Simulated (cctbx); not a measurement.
**Accept or mend?**

Cell a = 4.2430 Å, b = 4.4060 Å, c = 24.9360 Å, α = 90.00°, β = 90.00°, γ = 90.00°; space group Immm (no. 71). The compound is Ce2SmSi2Sn2Rh4.

Simulated single-crystal data (cctbx): Mo Kα, λ = 0.71073 Å, to d = 0.84 Å, 95 % of the full sphere, strongest reflection 20000 counts, noise from counting, a 4 % proportional error and a noise floor of 8 counts (s.d.); no absorption.

An anisotropic refinement with weights 1/σ² prints:

```text
Rint 0.039, 276 unique reflections to 0.84 A
cycle     R1     wR2    GooF  max shift (A)
   1  0.1107  0.2531   7.156   0.00861
   2  0.1066  0.2350   6.644   0.00001
final R1 0.1066 wR2 0.2350 GooF 6.644  parameters 19  data/parameter 14.5
atom        x        y        z      Ueq    occ   su(xyz)  su(Uiso or U11)
Sm1    0.00000  0.00000  0.00000   0.0160  1.000  0.00000  0.0026
Ce1    0.00000  0.50000  0.85430   0.0169  1.000  0.00014  0.0022
Sn1    0.50000  0.50000  0.95075   0.0394  1.000  0.00024  0.0039
Rh1    0.50000  0.50000  0.75002   0.0143  1.000  0.00020  0.0027
Rh2    0.00000  0.50000  0.59526   0.0107  1.000  0.00019  0.0026
difference map: max 23.81 min -2.24 rms 1.28
Q1    0.0000  0.5000  0.3046    4   24.62  2.50 A from Rh2
Q2    0.0000  0.0000  0.0000    2    7.99  0.00 A from Sm1
Q3    0.0000  0.5000  0.1461    4    6.92  0.01 A from Ce1
Q4    0.0000  0.0000  0.4455    4    6.77  0.13 A from Sn1
Q5    0.0000  0.5000  0.4106    4    6.13  0.15 A from Rh2
Q6    0.0000  0.0000  0.2507    4    5.52  0.02 A from Rh1
```

Q: Accept it or mend it, and why?

Mend it. The fault: an atom left out, Si at (0, 1/2, 0.6955). Against the right model at the same level, R1 goes from 0.0154 to 0.1066 and GooF from 0.94 to 6.64 and the top difference peak, 24.6 e/Å³, lies 2.50 Å from Rh2. Q1 is the missing atom. With scattering power missing, scale and phases suffer, so peaks may also grow on the heavy atoms.

The compound is Ce2SmSi2Sn2Rh4. The right model at the same level gives:

```text
Rint 0.039, 276 unique reflections to 0.84 A
cycle     R1     wR2    GooF  max shift (A)
   1  0.0319  0.0776   2.211   0.00245
   2  0.0154  0.0331   0.944   0.00000
final R1 0.0154 wR2 0.0331 GooF 0.944  parameters 23  data/parameter 12.0
atom        x        y        z      Ueq    occ   su(xyz)  su(Uiso or U11)
Sm1    0.00000  0.00000  0.00000   0.0192  1.000  0.00000  0.0004
Ce1    0.00000  0.50000  0.85431   0.0210  1.000  0.00002  0.0003
Sn1    0.50000  0.50000  0.95039   0.0427  1.000  0.00003  0.0005
Rh1    0.50000  0.50000  0.74991   0.0182  1.000  0.00003  0.0004
Rh2    0.00000  0.50000  0.59510   0.0151  1.000  0.00003  0.0004
Si1    0.00000  0.50000  0.69536   0.0488  1.000  0.00015  0.0022
difference map: max 1.32 min -0.79 rms 0.20
Q1    0.0000  0.0000  0.5000    2    1.32  1.24 A from Sn1
Q2    0.0000  0.5000  0.4361    4    0.80  0.78 A from Rh2
Q3    0.0992  0.5000  0.2187    8    0.78  1.87 A from Ce1
Q4    0.0000  0.2805  0.5000    4    0.76  1.75 A from Sn1
Q5    0.2187  0.3219  0.5000    8    0.73  1.43 A from Sm1
Q6    0.0000  0.2513  0.3192    8    0.70  1.15 A from Si1
```

Isotropic U is held between 0.0001 and 1 Å² by the program, and listed peak heights are interpolated, so they can pass the grid's maximum.

The model is made up (kin elements in a known structure type, no relaxation), so it says nothing on whether the phase exists.

[Middle refinement cycles are left out of these outputs.]

[Logs are printed without paths, hosts, clocks, repeated set-up lines and the standing remarks that a program may print on its own settings, such as how far it seeks lower states.]
